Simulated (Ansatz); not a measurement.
**What NaTaS3 (model cell, started as cubic perovskite with Ta in the octahedra) distorts into**

Aim: this structure of NaTaS3 (model cell, started as cubic perovskite with Ta in the octahedra) is to be tested for unstable modes, and one is followed downhill.

Calculated with Ansatz 0.2.0; DFT PBE, scalar-relativistic, plane waves, PAW; PAW set soft_1.

This is a report of a sequence of runs, with most program output left out.

The structure was built from a prototype and need not be the compound's stable phase.

## 1. The structure

It takes space group Pm-3m (No. 221, cubic). Conventional cell: a = 4.834 Å, b = 4.834 Å, c = 4.834 Å, α = 90.00°, β = 90.00°, γ = 90.00°. Na has 12 S at 3.42 Å nearest. Nearest to Ta lie 6 S at 2.42 Å. Nearest to S lie 2 Ta at 2.42 Å and 4 Na at 3.42 Å. Farther neighbours and most contacts between anions are not listed.

## 2. Phonons on a q mesh

The cell comes from relaxations at this level that are not shown. Stability and thermal properties need the whole zone. Linear response on a 2×2×2 q mesh gives force constants as far as a supercell of that size would.

Input file input.yaml:

```yaml
crystal:
  lattice:
    - [4.8341712185, 0.0, 0.0]
    - [0.0, 4.8341712185, 0.0]
    - [0.0, 0.0, 4.8341712185]
  atoms:
    - { symbol: Na, position: [0.0, 0.0, 0.0] }
    - { symbol: Ta, position: [0.5, 0.5, 0.5] }
    - { symbol: S, position: [0.5, 0.5, 0.0] }
    - { symbol: S, position: [0.5, 0.0, 0.5] }
    - { symbol: S, position: [0.0, 0.5, 0.5] }
kpoints:
  mp_grid: { grid: [8, 8, 8] }
hamiltonian:
  xc: pbe
  pseudopotentials: { kind: paw, azcp: { folder: soft_1 } }
scf:
  occupations: { method: methfessel_paxton, width: 0.2 }
output:
  eigenvalues: true
phonons:
  method: dfpt
  qmesh: [2, 2, 2]
  temperatures: { t_max: 1000, t_step: 50 }
  qpath:
    path:
      - [[0.0, 0.0, 0.0], [0.0, 0.5, 0.0], [0.5, 0.5, 0.0], [0.0, 0.0, 0.0], [0.5, 0.5, 0.5], [0.0, 0.5, 0.0]]
      - [[0.5, 0.5, 0.5], [0.5, 0.5, 0.0]]
    npoints: 10
```

On the command line:

```console
$ ansatz run input.yaml --threads 4 --pin off --max-ram 16384MiB --backend cpu --events-out ev --progress --plain --runs-dir out
```

Elapsed: 3.6 min, on 4 threads of Arm Neoverse V1, shared host; peak memory 1.1 GiB.

This step gave:

```yaml
volume_per_atom: 22.59 Å³
gap_on_the_k_mesh: 0 eV
sum_rule_residual_before_enforcement: 2.31e-5 eV/Å²
lowest_frequency_on_the_path: -143.0 cm⁻¹
point_group: m-3m
highest_frequency_on_the_path_or_at_a_solved_wavevector: 493.0 cm⁻¹
highest_optical_mode_at_the_zone_centre_no_lo_to_term: 330.7 cm⁻¹
lowest_optical_zone_centre_mode: -41.34 cm⁻¹
lowest_mode_on_the_q_mesh_acoustic_modes_at_gamma_apart: -143.0 cm⁻¹
```

Frequencies (cm⁻¹) solved at each irreducible wavevector; negative means imaginary. Frequencies by wavevector, by row:

```csv
q in reciprocal lattice units,star,mode 1,mode 2,mode 3,mode 4,mode 13,mode 14,mode 15
0 0 0,1,-41.3,-41.3,-41.3,-31.8,330.7,330.7,330.7
0 0 -0.5,3,-33.5,-33.5,-29.5,-29.5,324.9,324.9,432.5
0 -0.5 -0.5,3,-108.3,-36.9,-25.9,-22.2,208.1,319,467.5
-0.5 -0.5 -0.5,1,-143,-143,-108.6,-108.6,205,205,493
```

Interpolated from a 2×2×2 q mesh. Phonon branches along the path, in cm⁻¹:

```csv
point,branch 1,branch 2,branch 3,branch 4,branch 12,branch 13,branch 14,branch 15
Γ,-41,-41,-41,-32,91,331,331,331
halfway,-36,-36,-25,-25,139,328,328,380
X,-34,-34,-30,-30,194,325,325,432
halfway,-47,-33,-30,-29,202,263,322,451
M,-108,-37,-26,-22,183,208,319,468
halfway,-33,-30,-29,-23,175,295,326,418
Γ,-41,-41,-41,-32,91,331,331,331
halfway,-38,-38,-33,-12,180,271,271,451
R,-143,-143,-109,-109,205,205,205,493
halfway,-56,-39,-32,-26,204,221,242,474
X,-34,-34,-30,-30,194,325,325,432
jump to R,-143,-143,-109,-109,205,205,205,493
halfway,-108,-44,-44,-23,196,196,207,487
M,-108,-37,-26,-22,183,208,319,468
```

Symmetry leaves 4 wavevectors to solve. The lowest mode among them, the acoustic zeros apart, lies at q = (-0.5, -0.5, -0.5) and is imaginary, 143.0i cm⁻¹, so the energy falls along it.

## 3. The mode frozen in, largest atomic shift 0 Å

The mode followed lies at q = (-0.5, -0.5, -0.5) with frequency 143.0i cm⁻¹ and is 2-fold degenerate, the softest among the wavevectors solved. At small amplitude the distorted cell has space group no. 139 by a symmetry search on the positions. The undistorted cell that holds it gives the zero of energy on the same k mesh.

System of this step: NaTaS3 (model cell, started as cubic perovskite with Ta in the octahedra). Symmetry: Pm-3m, No. 221, cubic system. Conventional cell: a = 4.834 Å, b = 4.834 Å, c = 4.834 Å, α = 90.00°, β = 90.00°, γ = 90.00°. Na has 12 S at 3.42 Å nearest. Nearest to Ta lie 6 S at 2.42 Å. S has 2 Ta at 2.42 Å and 4 Na at 3.42 Å nearest. Farther neighbours and most contacts between anions are not listed.

input.yaml, the sections that differ from step 2:

```yaml
crystal:
  lattice:
    - [4.8341712185, 4.8341712185, 0.0]
    - [4.8341712185, 0.0, 4.8341712185]
    - [4.8341712185, 0.0, -4.8341712185]
  atoms:
    - { symbol: Na, position: [0.0, 0.0, 0.0] }
    - { symbol: Na, position: [0.0, 0.5, 0.5] }
    - { symbol: Ta, position: [0.5, 0.25, 0.75] }
    - { symbol: Ta, position: [0.5, 0.75, 0.25] }
    - { symbol: S, position: [0.5, 0.0, 0.0] }
    - { symbol: S, position: [0.5, 0.5, 0.5] }
    - { symbol: S, position: [0.0, 0.5, 0.0] }
    - { symbol: S, position: [0.0, 0.0, 0.5] }
    - { symbol: S, position: [0.5, 0.0, 0.5] }
    - { symbol: S, position: [0.5, 0.5, 0.0] }
output:
  forces: true
  stress: true
  eigenvalues: true
# kpoints, hamiltonian, scf: as in step 2
# phonons: removed
```

Wall time 6 s (4 threads); peak memory 0.71 GiB.

This step gave:

- pressure: -0.08120 GPa
- gap on the k-mesh: 0.01873 eV
- energy from the undistorted cell: 0 meV/atom

The run ends at a pressure of -0.08 GPa.

## 4. The mode frozen in, largest atomic shift 0.04 Å

The atoms are moved along the unstable eigenvector, the largest shift by 0.04 Å, with the cell fixed.

input.yaml, the sections that differ from step 3:

```yaml
crystal:
  lattice:
    - [4.8341712185, 4.8341712185, 0.0]
    - [4.8341712185, 0.0, 4.8341712185]
    - [4.8341712185, 0.0, -4.8341712185]
  atoms:
    - { symbol: Na, position: [0.0, 0.0, 0.0] }
    - { symbol: Na, position: [0.0, 0.5, 0.5] }
    - { symbol: Ta, position: [0.5, 0.25, 0.75] }
    - { symbol: Ta, position: [0.5, 0.75, 0.25] }
    - { symbol: S, position: [0.5, 0.0020686069, -0.0020686069] }
    - { symbol: S, position: [0.5, 0.4979313931, 0.5020686069] }
    - { symbol: S, position: [-0.0082744277, 0.5041372138, 0.0041372138] }
    - { symbol: S, position: [0.0082744277, -0.0041372138, 0.4958627862] }
    - { symbol: S, position: [0.5, 0.0020686069, 0.5020686069] }
    - { symbol: S, position: [0.5, 0.4979313931, -0.0020686069] }
# kpoints, hamiltonian, scf, output: as in step 3
```

Elapsed: 13 s, on 4 threads; peak memory 0.87 GiB.

Numbers from this step:

```yaml
pressure: 0.01437 GPa
gap_on_the_k_mesh: 0.01860 eV
energy_from_the_undistorted_cell: -0.961 meV/atom
```

The energy, extrapolated to zero smearing, is -0.96 meV/atom against the undistorted cell.

The run ends at a pressure of 0.01 GPa, with forces up to 0.043 eV/Å.

## 5. Energy along the mode, all amplitudes (two of the runs are shown above)

An imaginary frequency means negative curvature, so the energy should fall and then rise again as anharmonic terms take over.

This step gave:

```yaml
depth_at_the_lowest_point_sampled: 0.961 meV/atom
largest_atomic_shift_at_that_point: 0.04 Å
```

The energy from the parent by largest atomic shift:

```csv
largest atomic shift (Å),energy from the parent (meV/atom)
0.0000,0
0.0400,-0.961
0.0800,0.131
0.1400,14.3
```

Displacement at unit largest shift by atom:

```csv
atom,x (Å),y (Å),z (Å),size
Na1,0.00,0.00,0.00,0.00
Na2,0.00,0.00,0.00,0.00
Ta3,0.00,0.00,0.00,0.00
Ta4,0.00,0.00,0.00,0.00
S5,0.00,0.00,0.50,0.50
S6,0.00,0.00,-0.50,0.50
S7,0.00,-1.00,0.00,1.00
S8,0.00,1.00,0.00,1.00
S9,0.50,0.00,0.00,0.50
S10,-0.50,0.00,0.00,0.50
```

The lowest of the steps tried is at 0.04 Å, 0.961 meV/atom below the parent; the bottom of the well need not coincide with a step.

## 6. Relaxing from the distorted cell

Starting from the lowest point found, all atoms and the cell are let go, so that strain and other modes of the same symmetry can join in.

Changes to input.yaml since step 4:

```diff
@@ -27 +27,6 @@
   eigenvalues: true
+relax:
+  adjacent_minimum: "off"
+  f_tol: 0.002
+  max_steps: 120
+  cell: { stress_tol: 0.03 }
```

The job ended after 85 s (4 threads; peak memory 0.92 GiB; 5.6 min of CPU time).

The steps of the relaxation:

```csv
step,energy less that of the first step (eV),largest force component (eV/Å),pressure (GPa),volume (Å³)
1,0.0000,0.0431,0.01,225.94
2,-0.0003,0.0350,0.00,226.02
3,-0.0006,0.0303,0.05,226.04
4,-0.0007,0.0134,-0.02,226.18
5,-0.0007,0.0219,0.00,226.12
6,-0.0007,0.0022,0.00,226.13
7,-0.0007,0.0010,0.00,226.13
8*,-0.0008,0.0010,0.00,226.13
```

Relaxation steps marked * repeat the geometry before them on a plane-wave basis chosen anew for their cell, so energy and pressure can jump there. Relaxation step 5 was tried and not accepted.

The run keeps the 16 symmetry operations that it works with, so distortions that break them were not tested.

```csv
"conventional cell, symmetrised",before,after,change
a (Å),6.837,6.836,-0.0 %
b (Å),6.837,6.836,-0.0 %
c (Å),9.668,9.679,+0.1 %
volume (Å³/atom),22.59,22.61,+0.1 %
```

Numbers from this step:

```yaml
pressure: -0.001110 GPa
volume_per_atom: 22.61 Å³
gap_on_the_k_mesh: 0.01982 eV
```

The distorted start has space group I4/mmm; the relaxation ends in I4/mmm.

## 7. The new phase in its own primitive cell

The relaxed structure is symmetrised, reduced to its primitive cell and relaxed tightly, as its phonons need.

input.yaml, the sections that differ from step 6:

```yaml
crystal:
  lattice:
    - [-3.4178727514, 3.4178727514, 4.8393296608]
    - [3.4178727514, -3.4178727514, 4.8393296608]
    - [3.4178727514, 3.4178727514, -4.8393296608]
  atoms:
    - { symbol: Na, position: [0.75, 0.25, 0.5] }
    - { symbol: Na, position: [0.25, 0.75, 0.5] }
    - { symbol: Ta, position: [0.0, 0.0, 0.0] }
    - { symbol: Ta, position: [0.5, 0.5, 0.0] }
    - { symbol: S, position: [0.7525623402, 0.2474376598, 0.0] }
    - { symbol: S, position: [0.2474376598, 0.7525623402, 0.0] }
    - { symbol: S, position: [0.7448565437, 0.7448565437, 0.0] }
    - { symbol: S, position: [0.2551434563, 0.2551434563, 0.0] }
    - { symbol: S, position: [0.2474376598, 0.2474376598, 0.4948753195] }
    - { symbol: S, position: [0.7525623402, 0.7525623402, 0.5051246805] }
relax:
  adjacent_minimum: "off"
  f_tol: 0.001
  max_steps: 60
  cell: { stress_tol: 0.01 }
# kpoints, hamiltonian, scf, output: as in step 6
```

The job ended after 34 s (4 threads; peak memory 0.91 GiB; 2.3 min of CPU time).

Little changed from the start: no atom moved by 0.005 Å and no cell edge by 0.1 %.

This step gave:

```yaml
pressure: 2.49e-4 GPa
gap_on_the_k_mesh: 0.01985 eV
direct_gap_on_mesh: 0.01985 eV
```

The largest force component left is 0.65 meV/Å and the pressure is 0.000 GPa, within the tolerances set. The cell now holds 22.61 Å³/atom.

## 8. Modes of the new phase

A relaxed structure may still be a saddle point, so its zone-centre modes are computed. No field response is asked, and the gap on the mesh is small against the smearing.

Input file input.yaml:

```yaml
crystal:
  lattice:
    - [-3.4178485478, 3.4178485478, 4.8392968332]
    - [3.4178485478, -3.4178485478, 4.8392968332]
    - [3.4178485478, 3.4178485478, -4.8392968332]
  atoms:
    - { symbol: Na, position: [0.75, 0.25, 0.5] }
    - { symbol: Na, position: [0.25, 0.75, 0.5] }
    - { symbol: Ta, position: [0.0, 0.0, 0.0] }
    - { symbol: Ta, position: [0.5, 0.5, 0.0] }
    - { symbol: S, position: [0.7525591391, 0.2474408609, 0.0] }
    - { symbol: S, position: [0.2474408609, 0.7525591391, 0.0] }
    - { symbol: S, position: [0.744862851, 0.744862851, 0.0] }
    - { symbol: S, position: [0.255137149, 0.255137149, 0.0] }
    - { symbol: S, position: [0.2474408609, 0.2474408609, 0.4948817219] }
    - { symbol: S, position: [0.7525591391, 0.7525591391, 0.5051182781] }
kpoints:
  mp_grid: { grid: [8, 8, 8] }
hamiltonian:
  xc: pbe
  pseudopotentials: { kind: paw, azcp: { folder: soft_1 } }
scf:
  occupations: { method: methfessel_paxton, width: 0.2 }
output:
  eigenvalues: true
phonons:
  method: dfpt
```

Wall time 17 min (4 threads); peak memory 7.5 GiB.

Numbers from this step:

```yaml
sum_rule_residual_before_enforcement: 6.97e-5 eV/Å²
point_group: 4/mmm
highest_optical_mode_at_the_zone_centre_no_lo_to_term: 492.7 cm⁻¹
lowest_optical_zone_centre_mode: -101.3 cm⁻¹
```

Patterns of degenerate modes are one choice out of their space. The modes at Γ (shares of kinetic energy by element, %) (negative means imaginary):

```csv
mode,frequency (cm⁻¹),symmetry,Na %,Ta %,S %
1,-101.3,A2g,0,0,100
2,-98.1,Eg,0,0,100
3,-98.1,Eg,0,0,100
4,-62.8,B2g,0,0,100
5,-38.9,A2u,92,3,5
6,-38.5,Eu,91,3,6
7,-38.5,Eu,91,3,6
8,-19.3,B1g,100,0,0
9,-18.1,Eg,100,0,0
10,-18.1,Eg,100,0,0
11,0.0,acoustic,8,60,32
12,0.0,acoustic,8,60,32
13,0.0,acoustic,8,60,32
14,45.7,Eu,1,37,62
15,45.7,Eu,1,37,62
16,52.5,A2u,1,42,57
17,97.9,B1u,0,0,100
18,98.5,Eu,0,0,100
19,98.5,Eu,0,0,100
20,161.6,Eu,0,97,3
21,161.6,Eu,0,97,3
22,162.9,A2u,0,90,10
23,206.6,Eg,0,0,100
24,206.6,Eg,0,0,100
25,207.8,B1g,0,0,100
26,233.5,A1g,0,0,100
27,337.1,Eu,0,2,98
28,337.1,Eu,0,2,98
29,342.7,A2u,0,5,95
30,492.7,A1g,0,0,100
```

Displacements in mode 1 (-101.3 cm⁻¹), the largest set to 1:
```
Na1  0.00  0.00  0.00
Na2  0.00  0.00  0.00
Ta3  0.00  0.00  0.00
Ta4  0.00  0.00  0.00
S5  -1.00 -1.00  0.00
S6   1.00  1.00  0.00
S7   0.00  0.00  0.00
S8   0.00  0.00  0.00
S9   1.00 -1.00  0.00
S10 -1.00  1.00  0.00
```

Displacements in mode 7 (-38.5 cm⁻¹), the largest set to 1:
```
Na1 -0.05  1.00  0.00
Na2 -0.05  1.00  0.00
Ta3  0.00 -0.06  0.00
Ta4  0.00 -0.06  0.00
S5  -0.01 -0.12  0.00
S6  -0.01 -0.12  0.00
S7   0.01 -0.13  0.00
S8   0.01 -0.13  0.00
S9   0.02 -0.12  0.00
S10  0.02 -0.12  0.00
```

Before it was imposed, the acoustic sum rule was missed by 7.0e-5 eV/Å². Small misses are needed for a sound result but don't prove that mesh and cutoff are converged. The lowest optical mode is imaginary, 101.3i cm⁻¹, so the energy falls along it.

## 9. Results

```
unstable mode of the parent                                                      : q = (-0.5, -0.5, -0.5), 143i cm⁻¹
depth at the lowest point sampled                                                : 0.961 meV/atom
largest atomic shift at that point                                               : 0.04 Å
space group reached (within 0.01 Å)                                              : I4/mmm
energy gained over the parent (first relaxation, on the mesh of the frozen mode) : 1.14 meV/atom
volume per atom, phase reached                                                   : 22.6 Å³
gap on the k-mesh, phase reached                                                 : 0.0198 eV
lowest optical zone-centre mode, phase reached                                   : -101 cm⁻¹
highest optical mode at the zone centre (no LO-TO term), phase reached           : 493 cm⁻¹
```

In words: Along this mode the structure falls into I4/mmm, 1.14 meV/atom below the parent. At the parent's cell the well is 0.961 meV/atom deep on the steps tried, with its lowest point at a shift of 0.04 Å. Relaxing atoms and cell changes the gain by +0.18 meV/atom against the lowest step (energies at zero smearing). The new phase still has an imaginary mode at the zone centre of its cell, so it is a saddle point on the way to a lower structure. How so shallow a well moves with the k mesh was not tested. Of the 6 patterns followed to their end from this parent, this one ends 78.4 meV/atom above the lowest, Imma. Another end point lies within 1 meV/atom; how such a difference moves with mesh and cutoff was not tested. Each path keeps the symmetry of its pattern, so a lower phase may lie along a pattern not tried. With no gap, or one that is small against the smearing, the frequencies hang on the k mesh and the smearing, most of all near Kohn anomalies. A semilocal functional can close a gap that the real compound would have, so the metallic treatment may be an artefact of the level. Spin-orbit coupling is left out, which can matter for the heavy elements here. A phonon run warned that its eigensolver left some bands unconverged in a pass. The starting cell was built on a prototype and not taken from a measurement, so the phase need not exist.

[Logs are printed without paths, hosts, clocks, repeated set-up lines and the standing remarks that a program may print on its own settings, such as how far it seeks lower states.]

[Hosts, paths, dates, database ids (printed as entryN), source tags and the programs' standing remarks are cut or masked in the printed files.]
